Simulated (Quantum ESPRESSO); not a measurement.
# Mg (Magnesium): phonons by linear response, part 2 of 3

How does Mg (Magnesium) vibrate, and is this structure a minimum?

Quantum ESPRESSO 7.5; DFT LDA, scalar-relativistic, plane waves, PseudoDojo norm-conserving pseudopotentials.

So far. Step 2 (A first look): No gap opens on this mesh, so smearing is kept; the start stands at -2.4 GPa. Step 4 (Self-consistent run for the response): The cell stands at -0.030 GPa, close enough for phonons. The relaxed cell has a = 3.151, c = 5.041 Å (conventional setting).

### Step 7. Linear response on the mesh

Linear response treats each wavevector in the unit cell, with no supercell; the 3×3×2 mesh fixes the range of the force constants to be had. The change of the potential is kept for the electron-phonon matrix elements.

ph.in

```
phonons
&INPUTPH
  prefix          = 'x'
  outdir          = './tmp'
  fildyn          = 'x.dyn'
  tr2_ph          = 1.0d-18
  alpha_mix(1)    = 0.4
  nmix_ph         = 8
  ldisp           = .true.
  nq1             = 3
  nq2             = 3
  nq3             = 2
  electron_phonon = 'interpolated'
  fildvscf        = 'dvscf'
  el_ph_sigma     = 0.005
  el_ph_nsigma    = 10
/
```

On the command line:

```console
> OMP_NUM_THREADS=1 mpirun -n 8 ph.x -nk 8 -in ph.in > ph.out
```

Numbers of over 12 decimals in the logs are rounded to 6 here.

The program printed:

```text
[banners, grids, parts of the stress and lines that vanish by symmetry left out]
[banner, memory and clock lines left out]
Program PHONON v.7.5

[...]
Exchange-correlation= PW
                           (   1   4   0   0   0   0   0)
[...]
(   6 q-points):
[...]
kinetic-energy cut-off    =      84.0000  Ry
     charge density cut-off    =     336.0000  Ry
     convergence threshold     =      1.0E-18
[...]
Exchange-correlation= PW
                           (   1   4   0   0   0   0   0)
[...]
q = (   0.0000000   0.0000000   0.0000000 )
     25 Sym.Ops. (with q -> -q+G )
     G cutoff =  301.7988  (  30493 G-vectors)     FFT grid: ( 36, 36, 60)
     number of k points=   135  Marzari-Vanderbilt smearing, width (Ry)=  0.0200
[...]
Mode symmetry, D_6h(6/mmm) point group:
[...]
Representation #   1 mode #   1
[...]
End of self-consistent calculation
     Convergence has been achieved
     Representation #   2 modes #   2   3
[...]
End of self-consistent calculation
     Convergence has been achieved
     Representation #   3 mode #   4
[...]
End of self-consistent calculation
     Convergence has been achieved
     Representation #   4 modes #   5   6
[...]
End of self-consistent calculation
     Convergence has been achieved
[...]
q = (    0.000000000   0.000000000   0.000000000 )
[...]
freq (    1) =       0.310874 [THz] =      10.369652 [cm-1]
     freq (    2) =       0.310874 [THz] =      10.369652 [cm-1]
     freq (    3) =       0.450098 [THz] =      15.013642 [cm-1]
     freq (    4) =       3.984970 [THz] =     132.924294 [cm-1]
     freq (    5) =       3.984970 [THz] =     132.924294 [cm-1]
     freq (    6) =       7.841967 [THz] =     261.579854 [cm-1]
[...]
Mode symmetry, D_6h(6/mmm) point group:
     freq (   1-   2) =         10.4  [cm-1]   --> E_1u            I
     freq (   3-   3) =         15.0  [cm-1]   --> A_2u            I
     freq (   4-   5) =        132.9  [cm-1]   --> E_2g            R
     freq (   6-   6) =        261.6  [cm-1]   --> B_1g
[...]
lambda(    1)=  0.0000   gamma=    0.10 GHz
     lambda(    2)=  0.0000   gamma=    0.11 GHz
     lambda(    3)=  0.0000   gamma=    0.19 GHz
     lambda(    4)=  0.0212   gamma=    1.76 GHz
     lambda(    5)=  0.0216   gamma=    1.80 GHz
     lambda(    6)=  0.0567   gamma=   18.23 GHz
[...]
Representation #   1 modes #   1   2
[...]
Convergence has been achieved
     Representation #   2 modes #   3   4   5   6
[...]
Convergence has been achieved
[...]
q = (    0.000000000   0.000000000  -0.312569355 )
[...]
freq (    1) =       2.977168 [THz] =      99.307633 [cm-1]
     freq (    2) =       2.977168 [THz] =      99.307633 [cm-1]
     freq (    3) =       2.977168 [THz] =      99.307633 [cm-1]
     freq (    4) =       2.977168 [THz] =      99.307633 [cm-1]
     freq (    5) =       5.578342 [THz] =     186.073459 [cm-1]
     freq (    6) =       5.578342 [THz] =     186.073459 [cm-1]
[...]
lambda(    1)=  0.0024   gamma=    0.11 GHz
     lambda(    2)=  0.0025   gamma=    0.11 GHz
     lambda(    3)=  0.0025   gamma=    0.11 GHz
     lambda(    4)=  0.0025   gamma=    0.11 GHz
     lambda(    5)=  0.0519   gamma=    8.44 GHz
     lambda(    6)=  0.0593   gamma=    9.65 GHz
[...]
Mode symmetry, C_2v (mm2)  point group:
[...]
Representation #   1 mode #   1
[...]
Convergence has been achieved
     Representation #   2 mode #   2
[...]
Convergence has been achieved
[...]
Convergence has been achieved
[...]
Convergence has been achieved
[...]
Convergence has been achieved
[...]
Convergence has been achieved
[...]
q = (    0.000000000   0.384900179   0.000000000 )
[...]
freq (    1) =       3.188199 [THz] =     106.346881 [cm-1]
     freq (    2) =       3.532206 [THz] =     117.821694 [cm-1]
[...]
Mode symmetry, C_2v (mm2)  point group:
     freq (   1-   1) =        106.3  [cm-1]   --> B_1  D_3  S_3
     freq (   2-   2) =        117.8  [cm-1]   --> B_2  D_4  S_4
     freq (   3-   3) =        176.8  [cm-1]   --> B_1  D_3  S_3
     freq (   4-   4) =        196.1  [cm-1]   --> A_1  D_1  S_1
     freq (   5-   5) =        218.8  [cm-1]   --> A_1  D_1  S_1
     freq (   6-   6) =        231.2  [cm-1]   --> B_2  D_4  S_4
[...]
lambda(    1)=  0.0108   gamma=    0.57 GHz
     lambda(    2)=  0.0291   gamma=    1.90 GHz
[...]
Convergence has been achieved
[...]
Convergence has been achieved
[...]
Convergence has been achieved
[...]
q = (    0.000000000   0.384900179  -0.312569355 )
[...]
Mode symmetry, D_3h (-62m) point group:
[...]
Representation #   1 mode #   1
[...]
Convergence has been achieved
     Representation #   2 mode #   2
[...]
Convergence has been achieved
     Representation #   3 modes #   3   4
[...]
Convergence has been achieved
     Representation #   4 modes #   5   6
[...]
Convergence has been achieved
[...]
q = (    0.333333333   0.577350269   0.000000000 )
[...]
freq (    5) =       5.919455 [THz] =     197.451765 [cm-1]
     freq (    6) =       6.951675 [THz] =     231.882919 [cm-1]
[...]
Mode symmetry, D_3h (-62m) point group:
     freq (   1-   2) =        179.3  [cm-1]   --> E''
     freq (   3-   3) =        188.7  [cm-1]   --> A'_2
     freq (   4-   5) =        197.5  [cm-1]   --> E'
     freq (   6-   6) =        231.9  [cm-1]   --> A'_1
[...]
lambda(    5)=  0.1056   gamma=   19.34 GHz
     lambda(    6)=  0.0576   gamma=   14.55 GHz
[...]
Representation #   1 modes #   1   2
[...]
Convergence has been achieved
     Representation #   2 modes #   3   4
[...]
End of self-consistent calculation
     Convergence has been achieved
     Representation #   3 modes #   5   6
[...]
End of self-consistent calculation
     Convergence has been achieved
[...]
q = (    0.333333333   0.577350269  -0.312569355 )
[...]
freq (    1) =       4.183231 [THz] =     139.537572 [cm-1]
     freq (    2) =       4.183231 [THz] =     139.537572 [cm-1]
     freq (    3) =       6.330930 [THz] =     211.177103 [cm-1]
     freq (    4) =       6.330930 [THz] =     211.177103 [cm-1]
     freq (    5) =       7.163897 [THz] =     238.961873 [cm-1]
     freq (    6) =       7.163897 [THz] =     238.961873 [cm-1]
[...]
lambda(    1)=  0.0172   gamma=    1.57 GHz
     lambda(    2)=  0.0198   gamma=    1.81 GHz
     lambda(    3)=  0.0403   gamma=    8.45 GHz
     lambda(    4)=  0.0403   gamma=    8.44 GHz
     lambda(    5)=  0.0651   gamma=   17.45 GHz
     lambda(    6)=  0.0730   gamma=   19.58 GHz
[...]
1   0.333333333   0.577350269  -0.312569355
          2  -0.333333333  -0.577350269   0.312569355


[key lines of the parts left out:]
the Fermi energy is     5.8980 ev
```

Wall time 43 min (8 MPI ranks of Arm Neoverse V2, shared host).

This step gave:

- largest acoustic frequency at the zone centre before the sum rule: 15.01 cm⁻¹
- highest optical zone-centre mode (no LO-TO term): 261.6 cm⁻¹
- lowest optical zone-centre mode: 132.9 cm⁻¹
- lowest mode on the q mesh (acoustic ones at the zone centre apart): 99.31 cm⁻¹

Frequencies (cm⁻¹) at each irreducible wavevector; negative means imaginary. Frequencies by wavevector:

```tsv
q (fractions)	star	mode 1	mode 2	mode 3	mode 4	mode 5	mode 6
0 0 0	1	10.37	10.37	15.01	132.9	132.9	261.6
0 0 -0.5	1	99.31	99.31	99.31	99.31	186.1	186.1
0 0.3333 0	6	106.3	117.8	176.8	196.1	218.8	231.2
0 0.3333 -0.5	6	143.6	143.6	156.5	156.5	234.4	234.4
0.3333 0.3333 0	2	179.2	179.2	188.7	197.4	197.4	231.9
0.3333 0.3333 -0.5	2	139.5	139.5	211.2	211.2	239	239
```

Couplings of single modes at a Gaussian broadening of 0.02 Ry, as ph.x prints them; it sets λ to zero for modes under 20 cm⁻¹. Mode couplings:

```tsv
q (fractions)	mode	frequency (cm⁻¹)	λ	linewidth γ (GHz)
0 0 -0.5	1	99.31	0.0024	0.11
0 0 -0.5	2	99.31	0.0025	0.11
0 0 -0.5	3	99.31	0.0025	0.11
0 0 -0.5	4	99.31	0.0025	0.11
0 0 -0.5	5	186.1	0.0519	8.44
0 0 -0.5	6	186.1	0.0593	9.65
0 0.3333 0	1	106.3	0.0108	0.57
0 0.3333 0	2	117.8	0.0291	1.9
0 0.3333 0	3	176.8	0.0092	1.35
0 0.3333 0	4	196.1	0.084	15.17
0 0.3333 0	5	218.8	0.068	15.3
0 0.3333 0	6	231.2	0.0566	14.2
0 0.3333 -0.5	1	143.6	0.0157	1.52
0 0.3333 -0.5	2	143.6	0.0135	1.31
0 0.3333 -0.5	3	156.5	0.0245	2.82
0 0.3333 -0.5	4	156.5	0.0258	2.97
0 0.3333 -0.5	5	234.4	0.0497	12.82
0 0.3333 -0.5	6	234.4	0.0474	12.23
0.3333 0.3333 0	1	179.2	0.023	3.47
0.3333 0.3333 0	2	179.2	0.0243	3.66
0.3333 0.3333 0	3	188.7	0.0145	2.43
0.3333 0.3333 0	4	197.4	0.1141	20.88
0.3333 0.3333 0	5	197.4	0.1056	19.34
0.3333 0.3333 0	6	231.9	0.0576	14.55
0.3333 0.3333 -0.5	1	139.5	0.0172	1.57
0.3333 0.3333 -0.5	2	139.5	0.0198	1.81
0.3333 0.3333 -0.5	3	211.2	0.0403	8.45
0.3333 0.3333 -0.5	4	211.2	0.0403	8.44
0.3333 0.3333 -0.5	5	239	0.0651	17.45
0.3333 0.3333 -0.5	6	239	0.073	19.58
```

Optical modes; normalised displacements of the dynamical-matrix file. Modes at Γ:

```tsv
mode	frequency (cm⁻¹)	symmetry
1	132.9	E2g
2	132.9	E2g
3	261.6	B1g
```

Displacements in mode 2 (132.9 cm⁻¹), the largest set to 1:
```
Mg1  1.00  0.00  0.00
Mg2 -1.00  0.00  0.00
```

Displacements in mode 3 (261.6 cm⁻¹), the largest set to 1:
```
Mg1  0.00  0.00 -1.00
Mg2  0.00  0.00  1.00
```

The acoustic modes at Γ come out as far as 15.0 cm⁻¹ from zero, where they should vanish, a sizeable error of basis and grid.

### Step 8. Force constants in real space

The dynamical matrices of the mesh are Fourier-transformed to force constants in real space.

q2r.in

```
&INPUT
  fildyn = 'x.dyn'
  zasr   = 'crystal'
  flfrc  = 'x.fc'
  la2F   = .true.
/
```

On the command line:

```console
> q2r.x < q2r.in > q2r.out
```

The program printed:

```text
[banners, grids, parts of the stress and lines that vanish by symmetry left out]
[banner, memory and clock lines left out]
Program Q2R v.7.5

  reading grid info from file x.dyn0

  reading force constants from file x.dyn1
  Dielectric Tensor not found
  nqs=            1
 q=   0.00000000  0.00000000  0.00000000
  reading force constants from file x.dyn2
  nqs=            1
 q=   0.00000000  0.00000000 -0.31256935
  reading force constants from file x.dyn3
  nqs=            6
[...]
reading force constants from file x.dyn4
  nqs=            6
[...]
reading force constants from file x.dyn5
  nqs=            2
[...]
reading force constants from file x.dyn6
  nqs=            2
 q=   0.33333333  0.57735027 -0.31256935
 q=  -0.33333333 -0.57735027  0.31256935

      q-space grid ok, #points =   18

      fft-check success (sum of imaginary terms < 10^-12)

   Preparing gamma for a2F

 Broadening =      0.005
      q-space grid ok, #points =   18

      fft-check success (sum of imaginary terms < 10^-12)

 Broadening =      0.010
[...]
Broadening =      0.045
      q-space grid ok, #points =   18

      fft-check success (sum of imaginary terms < 10^-12)

 Broadening =      0.050
      q-space grid ok, #points =   18

      fft-check success (sum of imaginary terms < 10^-12)
```

The job ended after 0.48 s (1 thread).

### Step 9. Dispersion

From the force constants any wavevector is cheap; points of the mesh come back as solved, but for the sum rule and, in polar crystals, the LO-TO term at Γ; the rest is interpolation.

matdyn.in

```
&INPUT
  asr              = 'crystal'
  flfrc            = 'x.fc'
  flfrq            = 'x.freq'
  flvec            = 'x.modes'
  q_in_band_form   = .true.
  q_in_cryst_coord = .true.
/
12
  0.0000000   0.0000000   0.0000000  12  ! GAMMA
  0.5000000   0.0000000   0.0000000  12  ! M
  0.3333333   0.3333333   0.0000000  12  ! K
  0.0000000   0.0000000   0.0000000  12  ! GAMMA
  0.0000000   0.0000000   0.5000000  12  ! A
  0.5000000   0.0000000   0.5000000  12  ! L
  0.3333333   0.3333333   0.5000000  12  ! H
  0.0000000   0.0000000   0.5000000   1  ! A
  0.5000000   0.0000000   0.5000000  12  ! L
  0.5000000   0.0000000   0.0000000   1  ! M
  0.3333333   0.3333333   0.5000000  12  ! H
  0.3333333   0.3333333   0.0000000   1  ! K
```

On the command line:

```console
> matdyn.x -in matdyn.in > matdyn.out
```

The program printed:

```text
[banner, memory and clock lines left out]
Program MATDYN v.7.5

 mass for atomic type   1 not given; uses mass from file x.fc
 Norm of the difference between old and new effective charges:    0.000000

 Norm of the difference between old and new force-constants:   0.000117896

     Message from routine matdyn:
     Z* not found in file x.fc, TO-LO splitting at q=0 will be absent!
     Message from routine matdyn:
     Z* not found in file x.fc, TO-LO splitting at q=0 will be absent!

Note: The following floating-point exceptions are signalling: IEEE_UNDERFLOW_FLAG
```

The job ended after 0.48 s (1 thread).

Read from the output:

| Item | Value |
| --- | --- |
| lowest frequency on the path | 0 cm⁻¹ |
| mean frequency | 174.6 cm⁻¹ |
| Debye temperature (second moment) | 336 K |
| logarithmic mean frequency | 167 cm⁻¹ |

Matdyn.x, sum rule crystal. The phonon branches at the labelled points (cm⁻¹):

```tsv
point	branch 1	branch 2	branch 3	branch 4	branch 5	branch 6
Γ	0	0	0	133	133	262
halfway	90	93	161	164	195	244
M	118	145	189	213	226	239
halfway	147	154	195	204	216	235
K	179	179	189	198	198	232
halfway	106	116	153	192	200	238
Γ	0	0	0	133	133	262
halfway	56	56	101	125	125	242
A	99	99	99	99	186	186
halfway	131	131	147	147	215	215
L	155	155	162	162	254	254
halfway	143	143	189	189	248	248
H	140	140	211	211	239	239
halfway	134	134	160	160	222	222
A	99	99	99	99	186	186
jump to L	155	155	162	162	254	254
halfway	130	147	179	190	238	252
M	118	145	189	213	226	239
jump to H	140	140	211	211	239	239
halfway	153	153	196	224	224	226
K	179	179	189	198	198	232
```

The phonon branches as a text plot (rows in cm⁻¹):

```
    256 |***               *****          **             **
    245 |   *             *     *       **  *** **       * **
    234 |    **********  *                     *  **      ** * **
    223 |     *****    **        *     *                    * *
    213 |    * *****   ***            *       **    *       ** *
    202 |          ****  *        *  *          *    *     * ** *
    191 |     ***** ***   *        **        *   *    *** ***  **
    180 |   ***      ***  *                 *     *      **     *
    169 |  * *      * * *  *      *        *       *     *
    158 |   *      *   * * **          ****                    *
    147 | **    ***    **   *         * ** **       *    **** *
    136 |** *  *  *     ***  *** *    **     ******* *   *   *
    125 |        *       * *    *    *              ***   **
    114 |  *  ***                *  **                *     *
    104 |    **           *       ***                  **
     93 |                 * *     *
     82 |   *              *    *
     71 |  *               *     *
     60 | **                *
     49 |                      **
     38 | *                  *
     27 |*                     *
     16 |*                   *
      5 |                     *
         Γ      M    K        Γ   A       L    H       A|L M|H  K
```

(Part 2 of 3 ends here.)

[Host names and launcher messages were left out of these logs when they were recorded.]

[Logs are printed without paths, hosts, clocks, repeated set-up lines and the standing remarks that a program may print on its own settings, such as how far it seeks lower states.]

[Hosts, paths, dates, database ids (printed as entryN), source tags and the programs' standing remarks are cut or masked in the printed files.]
